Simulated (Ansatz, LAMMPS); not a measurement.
# Electronic structure of amorphous poly(propylene oxide) (as short chains C35O12H72) at 260 K (238 atoms), part 2 of 2

Aim: energy, forces, charges and density of states of amorphous poly(propylene oxide) (as short chains C35O12H72) at 260 K (238 atoms) at a fixed geometry.

Ansatz 0.2.0; Kohn-Sham DFT, LDA, PAW (set soft_2), plane waves.

The cell: 70 C, 24 O and 144 H. The network of contacts between molecules at the start is that of the classical potential that made the cell. The functional has no dispersion term. The density was typed from a rule of thumb and may lie off the real one at this temperature. Only the Γ point is sampled, in a cell whose shortest periodic width is 13 Å.

So far: Starting point; Making the structure; Plane-wave single point.

## 3. Plane-wave single point (continued)

Electrostatic potential energy in the ac plane at fractional y = 0.153, with atoms of O and C and H within 0.2 Å of it. With pseudopotentials it is smooth inside the atoms' cores, unlike the true potential.

Values in eV, 13 rows by 16 columns, each cell a mean:
```
 -4 -13   2   3   3   5   4   4   2  -6  -2   3   4   5   5   5
  4   4   5   5   5   5   4   4   4   5   4   4   4   4   4   5
  5   5   5   6   6   5 -12  -4   4   5   5   4   4   4   3   5
  5   6   5   3  -9   1   3   3   0  -3   4   5   4   4   4   4
  5   3  -9 -18 -29  -5   4  -6 -25  -8   5   5   3 -13  -2   2
  4   3  -8 -15   1   5   4  -4 -18  -9   3   5   5  -7 -23 -16
  5   5   1 -17  -3   5   5   4  -9 -25  -5   5   6   3   2   4
  5   5   4   1   2   5   5   5   1   3   5   6   6   6   6   6
  5   5   5   3  -3  -3   3   4   4   5   5   5   6   2   5   6
  6   5   5   3 -15 -34  -4   3   4   4   4  -1  -9 -22  -2   6
  5   5   5   3 -23 -18   3   4   4   4   3 -13 -27 -18   4   6
  2  -1   1   3 -12  -4   6   5   4   4   5   4   1 -14   4   5
  0 -31 -20   2   4   5   5   4   1  -6   0   5   5   4   5   5
```
Columns run along a (13.0 Å; values clipped at the 3rd and 97th percentile), rows up along c (13.0 Å). Atoms in or near the plane, at fractional coordinates: O at (0.27, 0.66), C at (0.32, 0.26), O at (0.29, 0.15), C at (0.10, 0.03), H at (0.61, 0.98), H at (0.41, 0.79), H at (0.56, 0.67), H at (0.06, 0.95), H at (0.83, 0.61), C at (0.79, 0.20), H at (0.82, 0.12), H at (0.71, 0.20).

Mean intrinsic-atomic-orbital charges: C -0.22, H +0.17, O -0.40 e. The largest share in the top eV of filled states is O p (69 % of the projected weight), and in the lowest eV of empty states H s (50 % of the projected weight).

## 4. Distances and neighbours

These statistics describe the geometry on which the runs were made.

Density 1.03 g/cm³, 9.261 Å³ an atom.

Pair distribution functions g(r), in bins of 0.2 Å:

| r (Å) | total | H-H | H-C | H-O | C-C | C-O | O-O |
| --- | --- | --- | --- | --- | --- | --- | --- |
| 1.00 | 2.31 | 0.00 | 6.50 | 0.00 | 0.00 | 0.00 | 0.00 |
| 1.20 | 1.42 | 0.00 | 3.97 | 0.00 | 0.00 | 0.00 | 0.00 |
| 1.40 | 0.93 | 0.00 | 0.00 | 0.00 | 2.47 | 12.10 | 0.00 |
| 1.60 | 0.52 | 0.37 | 0.00 | 0.00 | 4.42 | 0.00 | 0.00 |
| 1.80 | 0.86 | 2.30 | 0.00 | 0.07 | 0.00 | 0.00 | 0.00 |
| 2.00 | 0.74 | 0.25 | 0.61 | 3.52 | 0.00 | 0.00 | 0.00 |
| 2.20 | 1.24 | 0.67 | 2.29 | 1.15 | 0.14 | 0.51 | 0.00 |
| 2.40 | 1.27 | 1.43 | 0.31 | 1.34 | 2.09 | 4.94 | 0.00 |
| 2.60 | 1.19 | 1.27 | 1.07 | 2.16 | 0.56 | 0.49 | 0.00 |
| 2.80 | 0.87 | 0.85 | 0.93 | 1.55 | 0.23 | 0.27 | 0.37 |
| 3.00 | 0.71 | 0.86 | 0.66 | 0.48 | 0.55 | 0.65 | 1.03 |
| 3.20 | 0.74 | 0.90 | 0.72 | 0.73 | 0.25 | 0.46 | 1.81 |
| 3.40 | 0.89 | 0.88 | 1.02 | 1.23 | 0.27 | 0.55 | 0.25 |
| 3.60 | 0.96 | 1.04 | 0.99 | 0.64 | 1.01 | 0.59 | 2.56 |
| 3.80 | 0.88 | 1.00 | 0.95 | 0.65 | 0.82 | 0.44 | 0.44 |
| 4.00 | 1.00 | 0.92 | 1.21 | 0.96 | 0.83 | 0.65 | 0.76 |
| 4.20 | 0.97 | 1.04 | 0.98 | 0.74 | 1.13 | 0.82 | 0.69 |
| 4.40 | 1.00 | 1.09 | 0.99 | 0.89 | 1.13 | 0.65 | 0.63 |
| 4.60 | 1.02 | 1.07 | 1.00 | 0.93 | 1.08 | 0.98 | 0.72 |
| 4.80 | 1.09 | 1.10 | 1.11 | 1.07 | 1.21 | 0.92 | 0.39 |
| 5.00 | 1.08 | 0.98 | 1.08 | 1.17 | 1.36 | 1.15 | 0.48 |
| 5.20 | 0.97 | 0.98 | 0.97 | 0.84 | 1.13 | 0.88 | 1.35 |
| 5.40 | 1.04 | 0.95 | 1.03 | 1.21 | 1.13 | 1.13 | 0.63 |
| 5.60 | 1.01 | 0.99 | 1.00 | 1.04 | 0.98 | 1.05 | 1.45 |
| 5.80 | 1.01 | 0.95 | 1.04 | 1.09 | 0.92 | 1.18 | 0.63 |
| 6.00 | 0.99 | 0.99 | 0.96 | 0.96 | 1.08 | 1.11 | 1.19 |
| 6.20 | 1.00 | 1.02 | 0.97 | 1.04 | 0.77 | 1.31 | 1.03 |
| 6.40 | 1.04 | 1.06 | 0.96 | 1.04 | 1.02 | 1.29 | 1.35 |

Bonds by pair of elements; cutoffs follow the first minimum of g(r), held within bounds set by covalent radii, and pairs that aren't listed don't count as bonded:

| pair A-B | cutoff (Å) | bonds | mean length (Å) | spread (Å) | shortest (Å) | B about A | A about B |
| --- | --- | --- | --- | --- | --- | --- | --- |
| H-C | 1.34 | 144 | 1.09 | 0.028 | 1.02 | 1 | 2.06 |
| C-C | 1.85 | 44 | 1.52 | 0.029 | 1.46 | 1.26 | 1.26 |
| C-O | 1.73 | 48 | 1.43 | 0.032 | 1.36 | 0.686 | 2 |

How many atoms have how many bonded neighbours:

| element | mean | 1 | 2 | 4 |
| --- | --- | --- | --- | --- |
| C | 4 | 0 | 0 | 70 |
| H | 1 | 144 | 0 | 0 |
| O | 2 | 0 | 24 | 0 |

Bond angles (no mean is given where the spread exceeds 20°):

| angle | count | mean (°) | spread (°) |
| --- | --- | --- | --- |
| C-C-H | 154 | 110 | 3.9 |
| H-C-H | 100 | 108 | 4.6 |
| H-C-O | 78 | 109 | 3.8 |
| C-C-O | 66 | 110 | 3.6 |
| C-O-C | 24 | 112 | 3.7 |

With the cutoffs above, all C atoms have 4, all H atoms have 1 and all O atoms have 2 bonded neighbours. The C-C-H angle averages 110° with a spread of 4°.

A closer look about H231, picked at random: 15 atoms, nearest first, numbered in the order of the input, with positions taken from that point.

| atom | x | y | z | distance (Å) | bonds | intrinsic-atomic-orbital charge (e) | Fx | Fy | Fz (eV/Å) |
| --- | --- | --- | --- | --- | --- | --- | --- | --- | --- |
| H231 | 0.00 | 0.00 | 0.00 | 0.00 | 1 | 0.16 | 0.09 | -0.75 | 0.27 |
| C162 | 0.93 | 0.21 | -0.55 | 1.10 | 4 | -0.17 | 1.72 | -0.05 | -0.69 |
| H230 | 0.71 | 1.17 | -0.98 | 1.69 | 1 | 0.17 | -0.27 | 0.93 | -0.77 |
| O161 | 1.24 | -0.70 | -1.64 | 2.18 | 2 | -0.40 | -0.70 | 1.66 | 1.50 |
| C163 | 2.10 | 0.52 | 0.38 | 2.20 | 4 | 0.05 | -2.10 | -2.52 | 1.12 |
| O157 | -1.67 | -1.18 | -1.04 | 2.29 | 2 | -0.40 | 0.64 | -0.46 | -0.55 |
| H234 | 0.76 | 1.82 | 1.53 | 2.49 | 1 | 0.17 | 0.37 | -0.19 | -0.08 |
| H226 | -0.41 | 0.25 | -2.49 | 2.53 | 1 | 0.17 | -0.40 | 0.82 | 0.15 |
| C159 | 0.11 | -0.70 | -2.49 | 2.58 | 4 | 0.06 | 1.20 | -2.90 | -1.44 |
| H71 | -1.73 | 1.96 | 0.07 | 2.62 | 1 | 0.21 | -0.41 | -1.19 | -0.13 |
| O165 | 2.21 | -0.54 | 1.38 | 2.67 | 2 | -0.42 | 0.37 | 0.38 | -0.42 |
| H219 | -1.27 | -1.91 | 1.40 | 2.69 | 1 | 0.16 | 0.58 | -0.07 | 0.57 |
| H237 | 1.62 | -2.15 | 0.31 | 2.71 | 1 | 0.18 | -1.18 | -0.78 | -1.28 |
| C164 | 1.78 | 1.77 | 1.08 | 2.74 | 4 | -0.55 | -1.06 | -0.27 | 0.41 |
| C158 | -0.84 | -1.80 | -2.04 | 2.84 | 4 | -0.13 | -1.54 | 1.43 | -0.51 |

The column of bonds counts only the pairs H-C within 1.34 Å, C-C within 1.85 Å, C-O within 1.73 Å; other neighbours, such as metal atoms beside each other in a compound, aren't counted, and periodic images can show an atom twice.

## 5. Outcome

```yaml
free_energy_per_atom: -136.8638 eV/atom
pressure: -0.09844 GPa
r_m_s_force_component: 0.8916 eV/Å
spacing_of_highest_filled_and_lowest_empty_level: 4.132 eV
wall_time_of_the_1_dft_run: 28 s
```

In words: Between filled and empty levels lie 4.13 eV (at Γ alone); a local or semilocal functional tends to put such gaps too low. In a disordered cell it changes from sample to sample, and tail or defect levels can set it. With the cutoffs above, all C atoms have 4, all H atoms have 1 and all O atoms have 2 bonded neighbours.

Caveats: The force components of 0.89 eV/Å r.m.s. come partly from thermal motion and partly from the difference between the classical potential and DFT, above all in bond lengths inside molecules. The pressure of a single frame lacks the kinetic term.

[Logs are printed without paths, hosts, clocks, repeated set-up lines and the standing remarks that a program may print on its own settings, such as how far it seeks lower states.]

[Hosts, paths, dates, database ids (printed as entryN), source tags and the programs' standing remarks are cut or masked in the printed files.]
